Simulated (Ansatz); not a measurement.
# A hypothetical structure for Zn2Ni

Starting from a made-up structure for Zn2Ni, the aim is the relaxed cell, its shortest contacts and, where a second run follows, its electronic structure.

Calculated with Ansatz 0.2.0; DFT, PBEsol, plane-wave PAW, files of the set soft_1, scalar-relativistic, ferromagnetic start, cell and ions relaxed at zero pressure; PAW set soft_1, in the first sound run; inputs show where later runs differ.

**1. Starting point**

Symmetry: I4/mmm, No. 139, tetragonal system. The conventional cell has a = 3.323 Å, b = 3.323 Å, c = 7.430 Å, α = 90.00°, β = 90.00°, γ = 90.00°. Nearest to Zn lie 5 Ni at 2.47 to 2.66 Å and 5 Zn at 2.48 to 2.65 Å. Nearest to Ni lie 10 Zn at 2.47 to 2.66 Å. Farther neighbours are not listed.

**2. Relaxation of the guess**

The guessed cell has no reason to be at equilibrium. It is relaxed with the atoms, within the space group of the guess.

Contents of input.yaml:

```yaml
crystal:
  lattice:
    - [-1.6615, 1.6615, 3.715]
    - [1.6615, -1.6615, 3.715]
    - [1.6615, 1.6615, -3.715]
  atoms:
    - { symbol: Zn, position: [0.667, 0.667, 0.0] }
    - { symbol: Zn, position: [0.333, 0.333, 0.0] }
    - { symbol: Ni, position: [0.0, 0.0, 0.0], spin: 1.0 }
magnetization:
  spin_polarized: true
kpoints:
  mp_grid: { grid: [11, 11, 11] }
scf:
  occupations: { method: fermi_dirac, width: 0.05 }
hamiltonian:
  xc: pbesol
  pseudopotentials: { kind: paw, azcp: { folder: soft_1 }, xc_functional: pbe }
relax:
  f_tol: 0.015
  max_steps: 70
  cell: {}
output:
  forces: true
  stress: true
```

The run is started by

```
$ ansatz run input.yaml --threads 4 --pin off --max-ram 8192MiB --backend cpu --events-out ev --progress --plain --runs-dir out
```

Numbers of over 12 decimals in the logs are rounded to 6 here.

Output:

```text
Engine: ansatz 0.2.0, aarch64-unknown-linux-gnu
Pseudopotentials: kind: paw
Pseudopotential: Zn, paw, valence charge 12, recommended cutoff 420 eV (normal), soft_1/Zn.paw.azcp
Pseudopotential: Ni, paw, valence charge 18, recommended cutoff 420 eV (normal), soft_1/Ni.paw.azcp
Functional definition: PBEsol
  exchange = pbesol_x
  correlation = pbesol_c
Crystal: 3 atoms, lattice volume = 41.022 Å³
Basis set: ecut = 420 eV, 841 PW (Γ), exchange–correlation on 60×60×60 points (8 copies of the dense FFT grid, shifted against one another)
Bands: 26, of which v1, the nominal top of the filled ones, is band 21 counted from 1 (20 counted from 0)
Symmetry: 16 space group operations
Space group: I4/mmm (ITA 139), of the structure as read, at distance tolerance 3.4e-5 Å
Magnetic group: BNS 139.531 (UNI 1191), of the structure as read, at distance tolerance 3.4e-5 Å
k-points: 126 of 1331
Non-local potential: Zn, projectors of the file, l = 0: 2, l = 1: 2, l = 2: 3, l = 3: 1
Non-local potential: Ni, projectors of the file, l = 0: 3, l = 1: 2, l = 2: 3, l = 3: 1
PAW form: soft (Blöchl's): semilocal exchange-correlation on the pseudo side does not see the compensation charge
PAW frozen core: Zn, regenerated for the run's functional, and the local potential with it (the file was generated under x = pbe(κ = 0.804, μ = 0.219515), c = pbe(β = 0.066725))
PAW frozen core: Ni, regenerated for the run's functional, and the local potential with it (the file was generated under x = pbe(κ = 0.804, μ = 0.219515), c = pbe(β = 0.066725))
PAW one-centre angular grid: Zn, 590 points (default); XC on 64 Gauss nodes
PAW one-centre angular grid: Ni, 590 points (default); XC on 64 Gauss nodes
Initial density: superposition of atomic densities (chi_scale 0.1, normalization cell)
Starting moments: Σ|m| = 1 μB on 1 of 3 sites
Initial wavefunctions: pseudopotential atomic-orbital guess
Functional: x = pbesol(κ = 0.804, μ = 0.123457), c = pbesol(β = 0.046)
SCF iter   1: F=—  HF=-12365.493510 eV  |F-HF|=—  |Δ(HF+E_count)|=         —  Δρ=5.78e-2 (↑4.00e-2 ↓5.78e-2)  dr2=3.26e0  dr2_m=1.97e-1  M=0.562 μB ∫|m|=0.686 μB  β_m=0.30  ethr=3.10e-3  ⟨swp⟩=6.2  Hψ=31516  notcnv=0
Mixer restart at iter 1: flushing history
preconditioner: auto → Kerker (q_TF=auto, 2.739 Å⁻¹)  [metal: Δε(μ)=0.008 eV  Ē_g=9.526 eV  σ=0.050 eV  W_gap=0.04  n_scr=14 (ndim 8)  ℏωp=33.8 eV  f_vac=0.000  D(μ)=2.32/eV (n_scr^D=30)]
spin=Collinear: Kerker preconditioning applied to the charge; magnetization (m = ρ↑ − ρ↓) channel mixes plain (no charge-response kernel on spin).
SCF iter   2: F=—  HF=-12366.086584 eV  |F-HF|=—  |Δ(HF+E_count)|=   5.93e-1  Δρ=3.54e-2 (↑2.19e-2 ↓3.54e-2)  dr2=1.08e0  dr2_m=1.85e-1  M=0.489 μB ∫|m|=0.610 μB  β_m=0.43  ethr=3.10e-3  ⟨swp⟩=2.1  Hψ=13739  notcnv=0  defer=82
SCF iter   3: F=—  HF=-12366.672150 eV  |F-HF|=—  |Δ(HF+E_count)|=   5.86e-1  Δρ=3.61e-2 (↑1.41e-2 ↓3.61e-2)  dr2=8.18e-1  dr2_m=1.77e-1  M=0.335 μB ∫|m|=0.432 μB  β_m=0.29  ethr=2.57e-3  ⟨swp⟩=2.0  Hψ=9673  notcnv=0  defer=84
SCF iter   4: F=—  HF=-12366.897130 eV  |F-HF|=—  |Δ(HF+E_count)|=   2.25e-1  Δρ=2.33e-2 (↑2.33e-2 ↓1.57e-2)  dr2=1.74e-1  dr2_m=1.06e-1  M=0.251 μB ∫|m|=0.328 μB  β_m=0.49  ethr=1.95e-3  ⟨swp⟩=2.1  Hψ=10077  notcnv=0  defer=93
SCF iter   5: F=—  HF=-12366.839323 eV  |F-HF|=—  |Δ(HF+E_count)|=         —  Δρ=1.88e-2 (↑1.88e-2 ↓9.15e-3)  dr2=7.30e-2  dr2_m=4.55e-2  M=0.014 μB ∫|m|=0.048 μB  β_m=0.63  ethr=4.15e-4  ⟨swp⟩=3.4  Hψ=14798  notcnv=0  defer=97
Mixer restart at iter 5: flushing history
SCF iter   6: F=—  HF=-12366.889829 eV  |F-HF|=—  |Δ(HF+E_count)|=   5.05e-2  Δρ=7.56e-3 (↑7.56e-3 ↓3.88e-3)  dr2=5.66e-3  dr2_m=1.13e-2  M=0.007 μB ∫|m|=0.027 μB  β_m=0.75  ethr=1.74e-4  ⟨swp⟩=2.7  Hψ=14182  notcnv=0  defer=101
SCF iter   7: F=—  HF=-12366.901614 eV  |F-HF|=—  |Δ(HF+E_count)|=   1.18e-2  Δρ=8.13e-3 (↑8.13e-3 ↓4.73e-3)  dr2=4.58e-2  dr2_m=1.78e-3  M=0.003 μB ∫|m|=0.013 μB  β_m=0.75  ethr=1.35e-5  ⟨swp⟩=2.1  Hψ=12289  notcnv=0  defer=101
SCF iter   8: F=—  HF=-12366.898762 eV  |F-HF|=—  |Δ(HF+E_count)|=   2.85e-3  Δρ=3.69e-3 (↑3.69e-3 ↓3.67e-3)  dr2=8.49e-3  dr2_m=1.10e-6  M=-0.001 μB ∫|m|=0.001 μB  β_m=0.62  ethr=1.35e-5  ⟨swp⟩=2.3  Hψ=14214  notcnv=0  defer=98
SCF iter   9: F=—  HF=-12366.897987 eV  |F-HF|=—  |Δ(HF+E_count)|=   7.75e-4  Δρ=9.91e-4 (↑9.91e-4 ↓7.93e-4)  dr2=1.41e-3  dr2_m=8.79e-6  M=0.001 μB ∫|m|=0.003 μB  β_m=0.61  ethr=1.35e-5  ⟨swp⟩=2.0  Hψ=14020  notcnv=0  defer=95
SCF iter  10: F=—  HF=-12366.898120 eV  |F-HF|=—  |Δ(HF+E_count)|=   1.33e-4  Δρ=1.02e-3 (↑5.98e-4 ↓1.02e-3)  dr2=4.42e-4  dr2_m=1.98e-5  M=0.000 μB ∫|m|=0.002 μB  β_m=0.80  ethr=3.36e-6  ⟨swp⟩=2.0  Hψ=7822  notcnv=0  defer=95
SCF iter  11: F=—  HF=-12366.898204 eV  |F-HF|=—  |Δ(HF+E_count)|=   8.37e-5  Δρ=4.74e-4 (↑2.73e-4 ↓4.74e-4)  dr2=8.52e-5  dr2_m=5.32e-6  M=0.000 μB ∫|m|=0.001 μB  β_m=0.85  ethr=1.05e-6  ⟨swp⟩=1.9  Hψ=7271  notcnv=0  defer=95
SCF iter  12: F=—  HF=-12366.898226 eV  |F-HF|=—  |Δ(HF+E_count)|=   2.19e-5  Δρ=1.20e-4 (↑7.42e-5 ↓1.20e-4)  dr2=5.58e-6  dr2_m=2.94e-7  M=0.000 μB ∫|m|=0.000 μB  β_m=0.84  ethr=2.03e-7  ⟨swp⟩=2.0  Hψ=7859  notcnv=0  defer=95
SCF iter  13: F=—  HF=-12366.898227 eV  |F-HF|=—  |Δ(HF+E_count)|=   1.31e-6  Δρ=9.69e-6 (↑7.49e-6 ↓9.69e-6)  dr2=7.29e-8  dr2_m=3.14e-9  M=0.000 μB ∫|m|=0.000 μB  β_m=0.92  ethr=1.33e-8  ⟨swp⟩=2.0  Hψ=11842  notcnv=0  defer=95
SCF iter  14: F=—  HF=-12366.898227 eV  |F-HF|=—  |Δ(HF+E_count)|=   2.53e-8  Δρ=3.20e-6 (↑3.20e-6 ↓2.51e-6)  dr2=1.83e-8  dr2_m=8.86e-11  M=0.000 μB ∫|m|=0.000 μB  β_m=0.93  ethr=1.74e-10  ⟨swp⟩=2.0  Hψ=11870  notcnv=0  defer=95
SCF iter  15: F=-12366.898227 eV  HF=-12366.898227 eV  |F-HF|=3.93e-9  |Δ(HF+E_count)|=   2.08e-9  Δρ=1.90e-6 (↑1.75e-6 ↓1.90e-6)  dr2=4.27e-9  dr2_m=2.18e-12  M=-0.000 μB ∫|m|=0.000 μB  ethr=4.35e-11  ⟨swp⟩=2.1  Hψ=20487  notcnv=0
WARN: the starting moments were not kept: the SCF closed with an absolute magnetisation of 1.1e-6 μB, where they sum to 1 μB in size (1 site). That is at most 0.1 of that sum. Measured as dr2_m measures the in/out step, that magnetisation stands 1.7e-12 eV from none, at or under the dr2_threshold of 1.0e-7 eV: it is no larger than a step whose dr2_m would equal this threshold. The system may hold no moment; this SCF  [...]
SCF 1 converged in 15 iterations: F = -12366.898227 eV  dr2 = 4.27e-9
  greatest PAW one-centre occupation: 1.001 electrons in one spin orbital (limit 2), on the Ni atom at site 2 (counted from 0), in its partial waves of l = 1
[...]
relax step  13: F+E_penalty+E_count = -12367.34784738 eV  Δ(F+E_penalty+E_count) = -1.819e-3 eV  max|allowed force component| = 7.944e-3 eV/Å  Δτ_max = 0.0048 Å  P = -0.405 GPa  Ω = 36.761 Å³  energy of the carried Pulay correction = -2.501e-4 eV  (8 SCF iters, dr2 threshold 3.00e-7 eV, accepted)
relax step  14: F+E_penalty+E_count = -12367.34804397 eV  Δ(F+E_penalty+E_count) = -1.966e-4 eV  max|allowed force component| = 5.448e-4 eV/Å  Δτ_max = 0.0002 Å  P = -0.062 GPa  Ω = 36.676 Å³  energy of the carried Pulay correction = -1.864e-4 eV  (8 SCF iters, dr2 threshold 3.00e-7 eV, accepted)
relax step  15: F+E_penalty+E_count = -12367.34806177 eV  Δ(F+E_penalty+E_count) = -1.779e-5 eV  max|allowed force component| = 1.405e-3 eV/Å  Δτ_max = 0.0001 Å  P = +0.003 GPa  Ω = 36.661 Å³  energy of the carried Pulay correction = -1.749e-4 eV  (7 SCF iters, dr2 threshold 1.60e-8 eV, accepted)
Basis set: ecut = 420 eV, 723 PW (Γ), exchange–correlation on 72×72×72 points (8 copies of the dense FFT grid, shifted against one another)
iter 1 solved again at ethr=9.92e-8 eV; its pass at ethr=3.10e-3 eV (dr2=4.17e-5 eV) is discarded
SCF iter   1: F=—  HF=-12367.348082 eV  |F-HF|=—  |Δ(HF+E_count)|=         —  Δρ=3.75e-4 (↑3.75e-4 ↓3.75e-4)  dr2=5.24e-6  dr2_m=5.97e-12  M=0.000 μB ∫|m|=0.000 μB  β_m=0.65  ethr=9.92e-8  ⟨swp⟩=3.3  Hψ=51534  notcnv=0
preconditioner: auto → Kerker (q_TF=auto, 2.564 Å⁻¹)  [metal: Δε(μ)=0.010 eV  Ē_g=11.192 eV  σ=0.050 eV  W_gap=0.05  n_scr=10 (ndim 8)  ℏωp=35.8 eV  f_vac=0.000  D(μ)=1.19/eV (n_scr^D=10)]
spin=Collinear: Kerker preconditioning applied to the charge; magnetization (m = ρ↑ − ρ↓) channel mixes plain (no charge-response kernel on spin).
SCF iter   2: F=—  HF=-12367.348193 eV  |F-HF|=—  |Δ(HF+E_count)|=   1.12e-4  Δρ=1.36e-4 (↑1.36e-4 ↓1.36e-4)  dr2=7.70e-7  dr2_m=1.45e-12  M=0.000 μB ∫|m|=0.000 μB  β_m=0.65  ethr=1.25e-8  ⟨swp⟩=1.0  Hψ=6552  notcnv=0
SCF iter   3: F=—  HF=-12367.348209 eV  |F-HF|=—  |Δ(HF+E_count)|=   1.55e-5  Δρ=1.04e-5 (↑1.04e-5 ↓1.04e-5)  dr2=5.10e-8  dr2_m=2.05e-13  M=0.000 μB ∫|m|=0.000 μB  β_m=0.53  ethr=1.83e-9  ⟨swp⟩=2.1  Hψ=10430  notcnv=0
SCF iter   4: F=—  HF=-12367.348209 eV  |F-HF|=—  |Δ(HF+E_count)|=   1.34e-8  Δρ=4.25e-6 (↑4.21e-6 ↓4.25e-6)  dr2=1.34e-8  dr2_m=1.70e-13  M=0.000 μB ∫|m|=0.000 μB  β_m=0.76  ethr=1.21e-10  ⟨swp⟩=2.0  Hψ=10941  notcnv=0
SCF iter   5: F=—  HF=-12367.348209 eV  |F-HF|=—  |Δ(HF+E_count)|=   2.77e-8  Δρ=3.00e-6 (↑2.98e-6 ↓3.00e-6)  dr2=1.15e-8  dr2_m=6.04e-14  M=0.000 μB ∫|m|=0.000 μB  β_m=0.88  ethr=3.19e-11  ⟨swp⟩=3.0  Hψ=12076  notcnv=0
SCF iter   6: F=—  HF=-12367.348209 eV  |F-HF|=—  |Δ(HF+E_count)|=   1.72e-8  Δρ=5.22e-6 (↑5.20e-6 ↓5.22e-6)  dr2=2.93e-8  dr2_m=2.50e-14  M=0.000 μB ∫|m|=0.000 μB  β_m=0.72  ethr=2.74e-11  ⟨swp⟩=2.9  Hψ=11202  notcnv=0  recentre
SCF iter   7: F=—  HF=-12367.348209 eV  |F-HF|=—  |Δ(HF+E_count)|=   3.22e-9  Δρ=1.77e-6 (↑1.75e-6 ↓1.77e-6)  dr2=4.70e-9  dr2_m=2.44e-14  M=0.000 μB ∫|m|=0.000 μB  β_m=0.86  ethr=2.74e-11  ⟨swp⟩=3.0  Hψ=11908  notcnv=0
SCF iter   8: F=—  HF=-12367.348209 eV  |F-HF|=—  |Δ(HF+E_count)|=   5.46e-9  Δρ=8.90e-7 (↑8.85e-7 ↓8.90e-7)  dr2=1.23e-9  dr2_m=1.96e-15  M=0.000 μB ∫|m|=0.000 μB  β_m=0.93  ethr=1.12e-11  ⟨swp⟩=2.0  Hψ=8464  notcnv=0
SCF iter   9: F=—  HF=-12367.348206 eV  |F-HF|=—  |Δ(HF+E_count)|=   3.17e-6  Δρ=1.56e-7 (↑1.56e-7 ↓1.56e-7)  dr2=1.18e-11  dr2_m=1.60e-17  M=0.000 μB ∫|m|=0.000 μB  β_m=0.91  ethr=2.92e-12  ⟨swp⟩=2.0  Hψ=11658  notcnv=0
SCF iter  10: F=—  HF=-12367.348206 eV  |F-HF|=—  |Δ(HF+E_count)|=  7.28e-12  Δρ=1.03e-7 (↑1.03e-7 ↓1.03e-7)  dr2=1.06e-11  dr2_m=5.19e-19  M=0.000 μB ∫|m|=0.000 μB  β_m=0.95  ethr=1.00e-12  ⟨swp⟩=1.0  Hψ=6552  notcnv=0
SCF iter  11: F=-12367.348206 eV  HF=-12367.348206 eV  |F-HF|=2.36e-11  |Δ(HF+E_count)|=  1.82e-11  Δρ=1.49e-7 (↑1.49e-7 ↓1.49e-7)  dr2=2.63e-11  dr2_m=1.89e-18  M=0.000 μB ∫|m|=0.000 μB  ethr=1.00e-12  ⟨swp⟩=5.0  Hψ=30693  notcnv=0
the starting moments were not kept: the SCF closed with an absolute magnetisation of 1.3e-9 μB, where they sum to 1 μB in size (1 site). That is at most 0.1 of that sum. Measured as dr2_m measures the in/out step, that magnetisation stands 3.5e-18 eV from none, at or under the dr2_threshold of 3.0e-11 eV: it is no larger than a step whose dr2_m would equal this threshold.
SCF 16 converged in 11 iterations: F = -12367.348206 eV  dr2 = 2.63e-11
relax step  16: F+E_penalty+E_count = -12367.34820577 eV  Δ(F+E_penalty+E_count) = -1.440e-4 eV  max|allowed force component| = 1.467e-3 eV/Å  Δτ_max = 0.0000 Å  P = +0.001 GPa  Ω = 36.661 Å³  stress off target by 1.16e-2 GPa  SCF on the basis re-selected at this cell (its energy is not comparable with the rows above)  (11 SCF iters)
basis re-selected at this cell: Δ(F+E_penalty+E_count) = -1.440e-4 eV, ΔP = -0.002 GPa vs the last step (what re-selecting the basis moved, of the pressure what is left beyond the Pulay correction that the steps carried, after the strain that the cell walked since its last selection, with what the two solves' SCF thresholds leave and, on support functions, any second-order correction that the steps lacked; it is no measure of the basis error at this ecutwfc). The dense FFT grid was sized anew with the basis: this SCF ran on 36×36×36 points, the steps before it on 32×32×32, so part of this shift can come from that change (see relax.cell in the input reference). [rest of the remark cut]
SCF converged after 11 iterations
Magnetization: 0.0000 μB (21.0000 up, 21.0000 down)
Absolute magnetization: 0.0000 μB (∫|ρ↑−ρ↓|, with the PAW one-centre terms)
Spin contamination: 0.0000 ħ² per cell (⟨S²⟩ above its minimum at these occupations)
Per-site moments (μB) at R_I (Å): [(-1.8088296642779156e-11, 1.017184), (-1.808850872429646e-11, 1.017184), (1.0057910818315792e-9, 1.017184)]
Free energy (F): -12367.348206 eV
Harris-Foulkes:  -12367.348206 eV  (|F-HF|=2.36e-11)
Internal energy: -12367.338432 eV  (E = F + TS)
E sigma→0 (E₀):  -12367.343319 eV
Entropy (-TS):   -0.009774 eV (-3.258 meV/atom)
Fermi energy:    14.424135 eV
--- Per-component energies (eV) ---
  E_band       = -164.743746
  E_kinetic    = 641.240439
  E_local      = -6461.114527  (includes V_loc(G=0)·N_el)
  E_nonlocal   = 1520.657877
  E_hartree    = 2910.087383
  E_xc         = -270.259896
  E_vxc        = -251.476516  (∫ρ·V_xc dr)
  E_paw        = -5340.425815  (= ΣΔE_a)
  E_vpaw       = -1434.225818  (= ΣTr[D̂ρ^β])
  E_aug_tail   = 0.000402  (compensation charges beyond the density's cutoff)
  E_ewald      = -5369.316296
  E_core_change = 1.792001  (= ΣΔE_core)
  E_smearing   = -0.009774  (= −TS)
  E_closure    = 0.000000  (closes the sum)
  Σ components = -12367.348206   (vs F -12367.348206, Δ=0.00e0)
--- Forces (eV/Å), atoms counted from 1 ---
  atom   1  Zn    -0.00000000     0.00000000     0.00146719
  atom   2  Zn    -0.00000000     0.00000000    -0.00146719
  atom   3  Ni    -0.00000000     0.00000000     0.00000000
  max |Σ_I F_I| component: 5.20e-18 eV/Å
--- Stress (GPa, compression-positive) ---
       -0.004585       0.000000       0.000000
        0.000000      -0.004585      -0.000000
        0.000000      -0.000000       0.011604
  P = ⅓ Tr σ = 0.0008 GPa (0.008 kbar)
--- Relaxed structure (14 steps of the walk, 13 accepted, 2 SCFs on fresh bases) ---
  F+E_penalty+E_count = -12367.34820577 eV   max|allowed force component| = 1.467e-3 eV/Å   (the final SCF, on the basis selected at the relaxed cell)
  cell:  # Å, volume = 36.6606 Å³
    - [-1.437570, 1.437570, 4.434874]
    - [1.437570, -1.437570, 4.434874]
    - [1.437570, 1.437570, -4.434874]
  atoms:
    - { symbol: Zn, position: [0.657334, 0.657334, 0] }
    - { symbol: Zn, position: [0.342666, 0.342666, 0] }
    - { symbol: Ni, position: [-1.945629739767636e-19, -1.9456297397676645e-19, 0] }
```

Wall time 71 s (4 threads of Arm Neoverse V2, shared host); peak memory 0.54 GiB; 4.5 min of CPU time.

The steps of the relaxation:

```
step  energy less that of the first step (eV)  largest force component (eV/Å)  pressure (GPa)  volume (Å³)
   1                                   0.0000                          0.3289           -9.26        41.02
   2                                  -0.2534                          0.2894           -3.02        37.93
   3                                  -0.3923                          0.0485            3.57        35.76
   4                                  -0.4222                          0.0150            0.22        36.48
   5                                  -0.4319                          0.0165            0.32        36.41
   6                                  -0.4326                          0.0011            0.03        36.46
   7                                  -0.4335                          0.0155           -0.17        36.47
   8                                  -0.4336                          0.0010            0.12        36.40
   9                                  -0.4336                          0.0039            0.00        36.41
  10                                  -0.4336                          0.0000            0.00        36.42
 11*                                  -0.4421                          0.0052            0.61        36.42
  12                                  -0.4478                          0.0003            0.52        36.48
  13                                  -0.4496                          0.0079           -0.40        36.76
  14                                  -0.4498                          0.0005           -0.06        36.68
  15                                  -0.4498                          0.0014            0.00        36.66
 16*                                  -0.4500                          0.0015            0.00        36.66
```

Relaxation steps marked * repeat the geometry before them on a plane-wave basis chosen anew for their cell, so energy and pressure can jump there. Relaxation step 9 was tried and not accepted.

Forces are held to the 16 operations that the run works with; a distortion that breaks them can't arise in this run.

```
     cell as run  before   after   change
           a (Å)   4.396   4.879  +11.0 %
           b (Å)   4.396   4.879  +11.0 %
           c (Å)   4.396   4.879  +11.0 %
           α (°)  135.58  145.73   +7.5 %
           β (°)  135.58  145.73   +7.5 %
           γ (°)   64.63   49.26  -23.8 %
volume (Å³/atom)   13.67   12.22  -10.6 %
```

The atoms that moved most (Å, as changes of fractional coordinates times the final cell):

```
atom     dx     dy      dz  length
 Zn2  0.000  0.000   0.086   0.086
 Zn1  0.000  0.000  -0.086   0.086
```

Final coordinates:

```cif
data_structure
_symmetry_space_group_name_H-M 'P 1'
_symmetry_Int_Tables_number 1
_cell_length_a 4.8787
_cell_length_b 4.8787
_cell_length_c 4.8787
_cell_angle_alpha 145.725
_cell_angle_beta 145.725
_cell_angle_gamma 49.255
_cell_volume 36.66
loop_
_atom_site_label
_atom_site_type_symbol
_atom_site_fract_x
_atom_site_fract_y
_atom_site_fract_z
_atom_site_occupancy
Zn1 Zn 0.65733 0.65733 0.00000 1
Zn2 Zn 0.34267 0.34267 0.00000 1
Ni3 Ni 0.00000 0.00000 0.00000 1
```

This step gave:

```yaml
free_energy: -12367.3482 eV
energy_at_zero_smearing: -12367.3433 eV
smearing_term_ts: 0.009774 eV
fermi_energy: 14.42 eV
electrons: 42
symmetry_operations: 16
pressure: 8.11e-4 GPa
```

The shortest distance of each pair, which need not be the same contact before and after:

```
 pair  guess (Å)  relaxed (Å)
Ni–Zn      2.474        2.466
Zn–Zn      2.482        2.614
Ni–Ni      3.323        2.875
```

The relaxation ends with a largest force component of 0.0015 eV/Å and a pressure of 0.00 GPa. The starting moments have collapsed: the run ends non-magnetic.

(Continued in part 2 of 2.)

[Logs are printed without paths, hosts, clocks, repeated set-up lines and the standing remarks that a program may print on its own settings, such as how far it seeks lower states.]

[Hosts, paths, dates, database ids (printed as entryN), source tags and the programs' standing remarks are cut or masked in the printed files.]
